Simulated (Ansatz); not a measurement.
The crystal is BaWO4 (I4_1/a).

Symmetry: I4_1/a, No. 88, tetragonal system. The conventional cell has a = 5.667 Å, b = 5.667 Å, c = 12.739 Å, α = 90.00°, β = 90.00°, γ = 90.00°. Nearest to Ba lie 8 O at 2.76 to 2.80 Å. Nearest to W lie 4 O at 1.79 Å. Nearest to O lie 1 W at 1.79 Å and 2 Ba at 2.76 to 2.80 Å. Farther neighbours, and contacts between anions beyond the nearest, are not listed.

```xyz
12
Lattice="-2.8334 2.8334 6.3693 2.8334 -2.8334 6.3693 2.8334 2.8334 -6.3693" Properties=species:S:1:pos:R:3 pbc="T T T"
Ba    2.8334    0.0000    3.1846
Ba    0.0000    0.0000    6.3693
W     0.0000    2.8334    3.1846
W     0.0000    0.0000    0.0000
O     0.7111    1.3076   -1.0013
O     2.1222    1.5258    5.3680
O     3.5445    1.3076   -2.1834
O     1.3076    2.1222    2.1834
O     4.3592    0.7111    1.0013
O    -1.5258    2.1222    7.3705
O     1.5258    0.7111    8.5526
O    -0.7111    1.5258    4.1859
```

The cell and positions are those that the Materials Project relaxed with its own functionals (PBE, PBE+U or r2SCAN), kept fixed. Spin-orbit coupling is left out unless a run names it. PAW set soft_2, made with PBE.

Gaps computed with Ansatz 0.2.0 without a self-energy: HSE06 6.24 eV and r2SCAN 5.16 eV.

**Question.** Estimate the G0W0@HSE06 gap with 4×4×4 mesh, 1029 empty bands, screening to 170 eV, default PAW files.

About 7.44 eV: on its mesh the run moves the gap from 6.24 eV by +1.20 eV. Among the scalar-relativistic levels given, HSE06 is nearest (−1.20 eV). Bands and cutoff are finite, so the gap stands short of the basis limit, usually by up to a few tenths of an eV; the mesh is an error of its own. The many-body steps are scalar-relativistic: spin-orbit coupling is not in them.

[Long decimals in the printed logs are rounded to 6 places.]

[Logs are printed without paths, hosts, clocks, repeated set-up lines and the standing remarks that a program may print on its own settings, such as how far it seeks lower states.]

[Paths, hosts, dates, memory and timing lines, banners, echoed tables and standing remarks are left out of the program output; an Ansatz launch command may be rebuilt from the run's recorded settings. Measured values are a selection of at most five: reports struck by readers or far from the other reports are left out. None is set beside runs whose start may be inverted or whose files or cutoffs have a known fault.]

[Runs of the session that timed out or met a known fault of the program may be left out.]

[Cells called generated may have been cut or substituted from an entry of the Crystallography Open Database or the Materials Project.]

[Hosts, paths, dates, database ids (printed as entryN), source tags and the programs' standing remarks are cut or masked in the printed files.]

[Where the starting crystal was built by hand or by swapping elements, it need not be the compound's stable phase.]
